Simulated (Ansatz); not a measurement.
# Anharmonic phonons and stability of CsPbCl3 (Pm-3m)

Wanted: self-consistent phonon frequencies, thermal pressure and a stability verdict for CsPbCl3.

Program: Ansatz 0.2.0. Level of theory: DFT LDA, scalar-relativistic, plane waves, PAW; PAW set soft_1. Results are calculated unless marked as measured.

Most raw output is cut from this account.

### Step 1. Set-up

Symmetry: Pm-3m, No. 221, cubic system. Conventional cell: a = 5.605 Å, b = 5.605 Å, c = 5.605 Å, α = 90.00°, β = 90.00°, γ = 90.00°. Nearest to Cs lie 12 Cl at 3.96 Å. Pb has 6 Cl at 2.80 Å nearest. Nearest to Cl lie 2 Pb at 2.80 Å and 4 Cs at 3.96 Å. Farther neighbours and most contacts between anions are not listed.

### Step 2. Probe on a coarse mesh

A cheap single point shows whether the cell is a metal or an insulator and how far it is from rest; that sets the k-mesh and the occupations of what follows.

Input file input.yaml:

```yaml
crystal:
  lattice:
    - [5.605, 0.0, 0.0]
    - [0.0, 5.605, 0.0]
    - [0.0, 0.0, 5.605]
  atoms:
    - { symbol: Cs, position: [0.0, 0.0, 0.0] }
    - { symbol: Pb, position: [0.5, 0.5, 0.5] }
    - { symbol: Cl, position: [0.5, 0.5, 0.0] }
    - { symbol: Cl, position: [0.0, 0.5, 0.5] }
    - { symbol: Cl, position: [0.5, 0.0, 0.5] }
kpoints:
  mp_grid: { grid: [4, 4, 4] }
hamiltonian:
  xc: lda
  pseudopotentials: { kind: paw, azcp: { folder: soft_1 }, xc_functional: pbe }
scf:
  occupations: { method: gaussian, width: 0.1 }
  lower_state_search: "off"
output:
  forces: true
  stress: true
  eigenvalues: true
```

On the command line:

```
$ ansatz run input.yaml --threads 18 --pin off --max-ram 92160MiB --backend cuda --events-out ev --progress --plain --runs-dir out --max-vram 78GiB
```

The job ended after 0.85 s (1 × NVIDIA GB200 with 18 threads of Arm Neoverse V2, shared host; peak memory 1.1 GiB; 1.7 s of CPU time).

This step gave:

- pressure: -1.112 GPa
- gap on the k-mesh: 1.742 eV
- volume per atom: 35.22 Å³/atom

The start is under -1.1 GPa at this level and looks like an insulator or semiconductor on this mesh.

### Step 3. Finding the static equilibrium

Phonons are second derivatives about a minimum, so cell and atoms are relaxed first, inside the symmetry of the start.

input.yaml, the sections that differ from step 2:

```yaml
kpoints:
  mp_grid: { grid: [6, 6, 6] }
scf:
  occupations: { method: gaussian, width: 0.02 }
  lower_state_search: "off"
relax:
  adjacent_minimum: "off"
  f_tol: 0.005
  max_steps: 80
  cell: { stress_tol: 0.05 }
# crystal, hamiltonian, output: as in step 2
```

The job ended after 2.9 s (1 × NVIDIA GB200 with 18 threads; peak memory 1.1 GiB).

The steps of the relaxation:

| step | energy less that of the first step (eV) | largest force component (eV/Å) | pressure (GPa) | volume (Å³) |
| --- | --- | --- | --- | --- |
| 1 | 0.0000 | 0.0000 | -1.20 | 176.09 |
| 2 | -0.0277 | 0.0000 | -0.41 | 170.74 |
| 3 | -0.0311 | 0.0000 | 0.04 | 168.07 |
| 4* | -0.0306 | 0.0000 | 0.04 | 168.07 |

Relaxation steps marked * repeat the geometry before them on a plane-wave basis chosen anew for their cell, so energy and pressure can jump there.

The run keeps the 48 symmetry operations that it works with, so distortions that break them were not tested.

| conventional cell, symmetrised | before | after | change |
| --- | --- | --- | --- |
| a (Å) | 5.605 | 5.519 | -1.5 % |
| b (Å) | 5.605 | 5.519 | -1.5 % |
| c (Å) | 5.605 | 5.519 | -1.5 % |
| volume (Å³/atom) | 35.22 | 33.61 | -4.6 % |

Final coordinates:

```cif
data_structure
_symmetry_space_group_name_H-M 'P 1'
_symmetry_Int_Tables_number 1
_cell_length_a 5.5186
_cell_length_b 5.5186
_cell_length_c 5.5186
_cell_angle_alpha 90.000
_cell_angle_beta 90.000
_cell_angle_gamma 90.000
_cell_volume 168.07
loop_
_atom_site_label
_atom_site_type_symbol
_atom_site_fract_x
_atom_site_fract_y
_atom_site_fract_z
_atom_site_occupancy
Cs1 Cs 0.00000 0.00000 0.00000 1
Pb2 Pb 0.50000 0.50000 0.50000 1
Cl3 Cl 0.50000 0.50000 0.00000 1
Cl4 Cl 0.00000 0.50000 0.50000 1
Cl5 Cl 0.50000 0.00000 0.50000 1
```

This step gave:

```
pressure          : 0.03758 GPa
gap on the k-mesh : 1.533 eV
volume per atom   : 33.61 Å³/atom
```

The relaxation ends with a pressure of 0.04 GPa.

### Step 4. Relaxing to small residual forces and stress

The thresholds are tightened for a last relaxation ahead of the phonons, and where mesh or smearing change with them the cell follows.

input.yaml, the sections that differ from step 3:

```yaml
crystal:
  lattice:
    - [5.5185865967, 0.0, 0.0]
    - [0.0, 5.5185865967, 0.0]
    - [0.0, 0.0, 5.5185865967]
  atoms:
    - { symbol: Cs, position: [0.0, 0.0, 0.0] }
    - { symbol: Pb, position: [0.5, 0.5, 0.5] }
    - { symbol: Cl, position: [0.5, 0.5, 0.0] }
    - { symbol: Cl, position: [0.0, 0.5, 0.5] }
    - { symbol: Cl, position: [0.5, 0.0, 0.5] }
scf:
  occupations: { method: fixed }
  lower_state_search: "off"
relax:
  adjacent_minimum: "off"
  f_tol: 0.001
  max_steps: 60
  cell: { stress_tol: 0.01 }
# kpoints, hamiltonian, output: as in step 3
```

The job ended after 2.6 s (1 × NVIDIA GB200 with 18 threads; peak memory 1.1 GiB).

Little changed from the start: no atom moved by 0.005 Å and no cell edge by 0.1 %.

This step gave:

```
pressure          : 0.009579 GPa
gap on the k-mesh : 1.537 eV
volume per atom   : 33.65 Å³/atom
```

The residual pressure is 0.0096 GPa, small enough for phonons.

### Step 5. Self-consistent phonons

Harmonic theory ignores how far atoms move; here frames sampled at temperature supply the forces, and the run stops at an error target or a frame limit.

Input file input.yaml:

```yaml
crystal:
  lattice:
    - [5.5203227271, 0.0, 0.0]
    - [0.0, 5.5203227271, 0.0]
    - [0.0, 0.0, 5.5203227271]
  atoms:
    - { symbol: Cs, position: [0.0, 0.0, 0.0] }
    - { symbol: Pb, position: [0.5, 0.5, 0.5] }
    - { symbol: Cl, position: [0.5, 0.5, 0.0] }
    - { symbol: Cl, position: [0.0, 0.5, 0.5] }
    - { symbol: Cl, position: [0.5, 0.0, 0.5] }
kpoints:
  mp_grid: { grid: [4, 4, 4] }
hamiltonian:
  xc: lda
  pseudopotentials: { kind: paw, azcp: { folder: soft_1 }, xc_functional: pbe }
scf:
  occupations: { method: fixed }
  lower_state_search: "off"
output:
  stress: true
  eigenvalues: true
phonons:
  method: fd
  dielectric: false
  supercell: [2, 2, 2]
  temperatures: { t_max: 1000, t_step: 50 }
  qpath:
    path:
      - [[0.0, 0.0, 0.0], [0.0, 0.5, 0.0], [0.5, 0.5, 0.0], [0.0, 0.0, 0.0], [0.5, 0.5, 0.5], [0.0, 0.5, 0.0]]
      - [[0.5, 0.5, 0.0], [0.5, 0.5, 0.5]]
    npoints: 10
  self_consistent:
    temperatures: [100.0, 300.0]
    max_frames: 160
    max_frequency_error: 1.5
```

It took 2.8 min on 1 × NVIDIA GB200 with 18 threads; peak memory 2.1 GiB.

This step gave:

| Item | Value |
| --- | --- |
| point group | m-3m |
| frames solved | 86 |
| pressure of the lattice at rest | 0.1259 GPa |

100 K; each column in its own order of rank; one wavevector of each set of like ones; translations left out; no LO-TO term. Modes at 100K, by row, the first 40 of 57 rows:

| q1 | q2 | q3 | rank | harmonic (cm⁻¹) | gaussian (cm⁻¹) | gaussian error (cm⁻¹) | hessian (cm⁻¹) | hessian error (cm⁻¹) | path integral (cm⁻¹) | path integral error (cm⁻¹) |
| --- | --- | --- | --- | --- | --- | --- | --- | --- | --- | --- |
| 0 | 0 | 0 | 1 | -37.8 | 38.8 | 0.1 | 29.5 | 3.5 | 41.5 | 0.6 |
| 0 | 0 | 0 | 2 | -37.8 | 38.8 | 0.1 | 29.5 | 3.5 | 41.5 | 0.6 |
| 0 | 0 | 0 | 3 | -37.8 | 38.8 | 0.1 | 29.5 | 3.5 | 41.5 | 0.6 |
| 0 | 0 | 0 | 4 | -34.5 | 46.7 | 0.3 | 32.7 | 1.9 | 52.5 | 1.1 |
| 0 | 0 | 0 | 5 | -34.5 | 46.7 | 0.3 | 32.7 | 1.9 | 52.5 | 1.1 |
| 0 | 0 | 0 | 6 | -34.5 | 46.7 | 0.3 | 32.7 | 1.9 | 52.5 | 1.1 |
| 0 | 0 | 0 | 7 | 34.2 | 54.9 | 0.2 | 47.2 | 1.2 | 61.8 | 1.2 |
| 0 | 0 | 0 | 8 | 34.2 | 54.9 | 0.2 | 47.2 | 1.2 | 61.8 | 1.2 |
| 0 | 0 | 0 | 9 | 34.2 | 54.9 | 0.2 | 47.2 | 1.2 | 61.8 | 1.2 |
| 0 | 0 | 0 | 10 | 159.3 | 148.1 | 0.5 | 146 | 0.6 | 113.2 | 2 |
| 0 | 0 | 0 | 11 | 159.3 | 148.1 | 0.5 | 146 | 0.6 | 113.2 | 2 |
| 0 | 0 | 0 | 12 | 159.3 | 148.1 | 0.5 | 146 | 0.6 | 113.2 | 2 |
| 0 | 0 | 0.5 | 1 | -28.7 | 26.8 | 0.1 | 19.3 | 1.6 | 9.4 | 0.2 |
| 0 | 0 | 0.5 | 2 | -28.7 | 26.8 | 0.1 | 19.3 | 1.6 | 9.4 | 0.2 |
| 0 | 0 | 0.5 | 3 | -21.6 | 32 | 0.1 | 21.5 | 6.6 | 19.4 | 0.8 |
| 0 | 0 | 0.5 | 4 | -21.6 | 32 | 0.1 | 21.5 | 6.6 | 19.4 | 0.8 |
| 0 | 0 | 0.5 | 5 | -12.7 | 50.4 | 0.1 | 38.1 | 4.7 | 44.8 | 0.6 |
| 0 | 0 | 0.5 | 6 | 27.4 | 53 | 0.2 | 39.9 | 15.3 | 49.2 | 0.7 |
| 0 | 0 | 0.5 | 7 | 27.4 | 53 | 0.2 | 40.3 | 1.9 | 49.2 | 0.7 |
| 0 | 0 | 0.5 | 8 | 30.9 | 55.3 | 0.2 | 40.3 | 1.9 | 53.9 | 0.9 |
| 0 | 0 | 0.5 | 9 | 30.9 | 59.4 | 0.1 | 50.2 | 1 | 57.5 | 0.8 |
| 0 | 0 | 0.5 | 10 | 39.7 | 59.4 | 0.1 | 50.2 | 1 | 58.8 | 0.9 |
| 0 | 0 | 0.5 | 11 | 44.6 | 64.2 | 0.3 | 56.9 | 1.8 | 58.8 | 0.9 |
| 0 | 0 | 0.5 | 12 | 111.8 | 113.6 | 0.3 | 107.1 | 2.1 | 98.7 | 1.1 |
| 0 | 0 | 0.5 | 13 | 160 | 148.4 | 0.5 | 145.6 | 0.6 | 111.2 | 1.7 |
| 0 | 0 | 0.5 | 14 | 160 | 148.4 | 0.5 | 145.6 | 0.6 | 111.2 | 1.7 |
| 0 | 0 | 0.5 | 15 | 268.8 | 255.2 | 0.5 | 250.9 | 1 | 220.6 | 2.4 |
| 0 | 0.5 | 0.5 | 1 | -58.4 | 12.4 | 0.1 | -29.5 | 2.6 | 7 | 0.1 |
| 0 | 0.5 | 0.5 | 2 | -34.3 | 32.5 | 0.2 | 15.4 | 20.3 | 14.6 | 0.8 |
| 0 | 0.5 | 0.5 | 3 | -34.3 | 33 | 0.1 | 21.2 | 4.8 | 21.6 | 1 |
| 0 | 0.5 | 0.5 | 4 | 8.2 | 36.1 | 0.1 | 21.2 | 4.8 | 21.6 | 1 |
| 0 | 0.5 | 0.5 | 5 | 23.7 | 36.1 | 0.1 | 32.2 | 0.2 | 34.3 | 0.2 |
| 0 | 0.5 | 0.5 | 6 | 23.7 | 54.2 | 0.2 | 44.5 | 1.5 | 53.1 | 1.3 |
| 0 | 0.5 | 0.5 | 7 | 29.6 | 54.2 | 0.2 | 44.5 | 1.5 | 53.1 | 1.3 |
| 0 | 0.5 | 0.5 | 8 | 39.8 | 60.4 | 0.1 | 49.6 | 1.5 | 61.2 | 0.7 |
| 0 | 0.5 | 0.5 | 9 | 39.8 | 60.4 | 0.1 | 49.6 | 1.5 | 61.2 | 0.7 |
| 0 | 0.5 | 0.5 | 10 | 80.1 | 96.9 | 0.3 | 89.4 | 2 | 89.7 | 0.6 |
| 0 | 0.5 | 0.5 | 11 | 106.7 | 104.1 | 0.2 | 100.1 | 0.5 | 89.7 | 0.6 |
| 0 | 0.5 | 0.5 | 12 | 106.7 | 104.1 | 0.2 | 100.1 | 0.5 | 92 | 1.2 |
| 0 | 0.5 | 0.5 | 13 | 160.5 | 148.5 | 0.6 | 144.9 | 0.7 | 111.9 | 1.9 |

300 K; each column in its own order of rank; one wavevector of each set of like ones; translations left out; no LO-TO term. Modes at 300K, by row, the first 40 of 57 rows:

| q1 | q2 | q3 | rank | harmonic (cm⁻¹) | gaussian (cm⁻¹) | gaussian error (cm⁻¹) | hessian (cm⁻¹) | hessian error (cm⁻¹) | path integral (cm⁻¹) | path integral error (cm⁻¹) |
| --- | --- | --- | --- | --- | --- | --- | --- | --- | --- | --- |
| 0 | 0 | 0 | 1 | -37.8 | 41.8 | 0.2 | 35.7 | 0.4 | 37.1 | 0.6 |
| 0 | 0 | 0 | 2 | -37.8 | 41.8 | 0.2 | 35.7 | 0.4 | 37.1 | 0.6 |
| 0 | 0 | 0 | 3 | -37.8 | 41.8 | 0.2 | 35.7 | 0.4 | 37.1 | 0.6 |
| 0 | 0 | 0 | 4 | -34.5 | 55.1 | 0.2 | 37.3 | 1 | 47.8 | 0.5 |
| 0 | 0 | 0 | 5 | -34.5 | 55.1 | 0.2 | 37.3 | 1 | 47.8 | 0.5 |
| 0 | 0 | 0 | 6 | -34.5 | 55.1 | 0.2 | 37.3 | 1 | 47.8 | 0.5 |
| 0 | 0 | 0 | 7 | 34.2 | 63.9 | 0.3 | 52.2 | 0.7 | 60 | 0.5 |
| 0 | 0 | 0 | 8 | 34.2 | 63.9 | 0.3 | 52.2 | 0.7 | 60 | 0.5 |
| 0 | 0 | 0 | 9 | 34.2 | 63.9 | 0.3 | 52.2 | 0.7 | 60 | 0.5 |
| 0 | 0 | 0 | 10 | 159.3 | 156.5 | 0.3 | 151 | 0.7 | 121.4 | 1.1 |
| 0 | 0 | 0 | 11 | 159.3 | 156.5 | 0.3 | 151 | 0.7 | 121.4 | 1.1 |
| 0 | 0 | 0 | 12 | 159.3 | 156.5 | 0.3 | 151 | 0.7 | 121.4 | 1.1 |
| 0 | 0 | 0.5 | 1 | -28.7 | 28.6 | 0.1 | 23 | 0.4 | 20.6 | 0.3 |
| 0 | 0 | 0.5 | 2 | -28.7 | 28.6 | 0.1 | 23 | 0.4 | 20.6 | 0.3 |
| 0 | 0 | 0.5 | 3 | -21.6 | 34.8 | 0.1 | 24.5 | 0.5 | 23.6 | 0.2 |
| 0 | 0 | 0.5 | 4 | -21.6 | 34.8 | 0.1 | 24.5 | 0.5 | 23.6 | 0.2 |
| 0 | 0 | 0.5 | 5 | -12.7 | 52.8 | 0.2 | 41.2 | 3.1 | 43.4 | 0.4 |
| 0 | 0 | 0.5 | 6 | 27.4 | 61 | 0.1 | 44.4 | 1.3 | 53.7 | 0.3 |
| 0 | 0 | 0.5 | 7 | 27.4 | 61 | 0.1 | 46.7 | 0.5 | 53.7 | 0.3 |
| 0 | 0 | 0.5 | 8 | 30.9 | 62.1 | 0.2 | 46.7 | 0.5 | 54.1 | 0.7 |
| 0 | 0 | 0.5 | 9 | 30.9 | 65.3 | 0.2 | 52.4 | 0.9 | 56.3 | 0.5 |
| 0 | 0 | 0.5 | 10 | 39.7 | 65.3 | 0.2 | 52.4 | 0.9 | 56.3 | 0.5 |
| 0 | 0 | 0.5 | 11 | 44.6 | 68.7 | 0.1 | 58.7 | 0.4 | 57.8 | 0.7 |
| 0 | 0 | 0.5 | 12 | 111.8 | 114.9 | 0.2 | 106.8 | 2.5 | 99.3 | 0.8 |
| 0 | 0 | 0.5 | 13 | 160 | 156.2 | 0.4 | 150.1 | 0.8 | 119.3 | 1.1 |
| 0 | 0 | 0.5 | 14 | 160 | 156.2 | 0.4 | 150.1 | 0.8 | 119.3 | 1.1 |
| 0 | 0 | 0.5 | 15 | 268.8 | 256.3 | 0.6 | 247 | 0.9 | 219.1 | 1.7 |
| 0 | 0.5 | 0.5 | 1 | -58.4 | 22.5 | 0.1 | -27.5 | 1.3 | 12.6 | 0.2 |
| 0 | 0.5 | 0.5 | 2 | -34.3 | 34.3 | 0.2 | 19.6 | 0.7 | 18.7 | 0.3 |
| 0 | 0.5 | 0.5 | 3 | -34.3 | 36.1 | 0.1 | 26.3 | 1.6 | 24.4 | 0.3 |
| 0 | 0.5 | 0.5 | 4 | 8.2 | 39.7 | 0.2 | 26.3 | 1.6 | 24.4 | 0.3 |
| 0 | 0.5 | 0.5 | 5 | 23.7 | 39.7 | 0.2 | 32.7 | 0.3 | 33.9 | 0.2 |
| 0 | 0.5 | 0.5 | 6 | 23.7 | 61.3 | 0.2 | 48.1 | 0.4 | 51.7 | 0.5 |
| 0 | 0.5 | 0.5 | 7 | 29.6 | 61.3 | 0.2 | 48.1 | 0.4 | 51.7 | 0.5 |
| 0 | 0.5 | 0.5 | 8 | 39.8 | 65.8 | 0.1 | 52.5 | 0.5 | 59.1 | 0.4 |
| 0 | 0.5 | 0.5 | 9 | 39.8 | 65.8 | 0.1 | 52.5 | 0.5 | 59.1 | 0.4 |
| 0 | 0.5 | 0.5 | 10 | 80.1 | 101.5 | 0.3 | 91.8 | 0.5 | 86.8 | 1 |
| 0 | 0.5 | 0.5 | 11 | 106.7 | 104.3 | 0.2 | 99 | 0.4 | 89 | 0.5 |
| 0 | 0.5 | 0.5 | 12 | 106.7 | 104.3 | 0.2 | 99 | 0.4 | 89 | 0.5 |
| 0 | 0.5 | 0.5 | 13 | 160.5 | 156.2 | 0.4 | 149.4 | 0.5 | 118 | 1.1 |

By temperature, by row:

| T (K) | verdict | pressure (GPa) | error (GPa) | vibrational free energy (eV/cell) | entropy (J/mol-cell/K) | free energy beyond the Gaussian (eV/cell) | mean-square displacement of the first Cs, sum over three axes, rings (Å²) | rings doubtful |
| --- | --- | --- | --- | --- | --- | --- | --- | --- |
| 100 | unstable | -0.02082 | 0.0043 | -0.06323 | 143.3 | -0.0747 | 0.2187 | true |
| 300 | unstable | 0.2797 | 0.0059 | -0.4966 | 256 | -0.0736 | 0.2451 | false |

The lowest frequency on the supercell's wavevectors (translations apart) by temperature:

| temperature (K) | harmonic (cm⁻¹) | gaussian (cm⁻¹) | hessian (cm⁻¹) | path integral (cm⁻¹) |
| --- | --- | --- | --- | --- |
| 100.0 | -58.8 | 10.1 | -29.5 | 6.53 |
| 300.0 | -58.8 | 21.0 | -27.5 | 12.6 |

Free-energy Hessian at 300 K, interpolated by phonopy, no LO-TO term. Phonon branches along the path, in cm⁻¹:

| point | branch 1 | branch 2 | branch 3 | branch 4 | branch 12 | branch 13 | branch 14 | branch 15 |
| --- | --- | --- | --- | --- | --- | --- | --- | --- |
| Γ | 0 | 0 | 0 | 36 | 52 | 151 | 151 | 151 |
| halfway | 14 | 14 | 32 | 32 | 85 | 150 | 150 | 203 |
| X | 23 | 23 | 24 | 24 | 107 | 150 | 150 | 247 |
| halfway | -10 | 22 | 28 | 29 | 104 | 150 | 194 | 246 |
| M | -28 | 20 | 26 | 26 | 99 | 149 | 220 | 256 |
| halfway | 13 | 19 | 30 | 31 | 85 | 150 | 190 | 211 |
| Γ | 0 | 0 | 0 | 36 | 52 | 151 | 151 | 151 |
| halfway | 12 | 20 | 20 | 26 | 85 | 189 | 189 | 217 |
| R | -27 | -27 | -27 | 34 | 94 | 220 | 220 | 262 |
| halfway | -16 | 19 | 22 | 26 | 101 | 188 | 197 | 246 |
| X | 23 | 23 | 24 | 24 | 107 | 150 | 150 | 247 |
| jump to M | -28 | 20 | 26 | 26 | 99 | 149 | 220 | 256 |
| halfway | -27 | 10 | 10 | 28 | 97 | 191 | 220 | 256 |
| R | -27 | -27 | -27 | 34 | 94 | 220 | 220 | 262 |

The highest branch reaches 262 cm⁻¹ on this path, at R. A branch goes imaginary (drawn negative), down to -27.5 cm⁻¹ at M, so the interpolated free-energy curvature is negative there.

### Step 6. What came out

* 100 K: unstable; softest mode -29.5 cm⁻¹ (harmonic -58.8); pressure -0.0208 GPa
* 300 K: unstable; softest mode -27.5 cm⁻¹ (harmonic -58.8); pressure 0.280 GPa

**Reading.** At fixed cell CsPbCl3 is judged unstable at 100 K and unstable at 300 K. The harmonic crystal is unstable (lowest mode 59i cm⁻¹). No temperature that gave a result was judged stable. The free-energy curvature lies below the Gaussian's frequency because the cubic (bubble) term lowers it; of these two only the curvature can turn negative. The pressure column includes 0.13 GPa of the lattice at rest on the supercell's coarser k-mesh; in the Gaussian the ions' motion adds +0.15 GPa at 300 K, from the supercell's own modes alone. The cell is held fixed, the 40-atom supercell samples only its own wavevectors, and LO–TO splitting and linewidths are not included; the verdicts are statistical. The program marks its path-integral figures as doubtful at some temperatures. The PAW files were made for PBE and are used here under another functional, for which the program regenerates the frozen cores.

[Logs are printed without paths, hosts, clocks, repeated set-up lines and the standing remarks that a program may print on its own settings, such as how far it seeks lower states.]

[Hosts, paths, dates, database ids (printed as entryN), source tags and the programs' standing remarks are cut or masked in the printed files.]

[A step with changed settings may run another functional than the one named; its input shows which.]
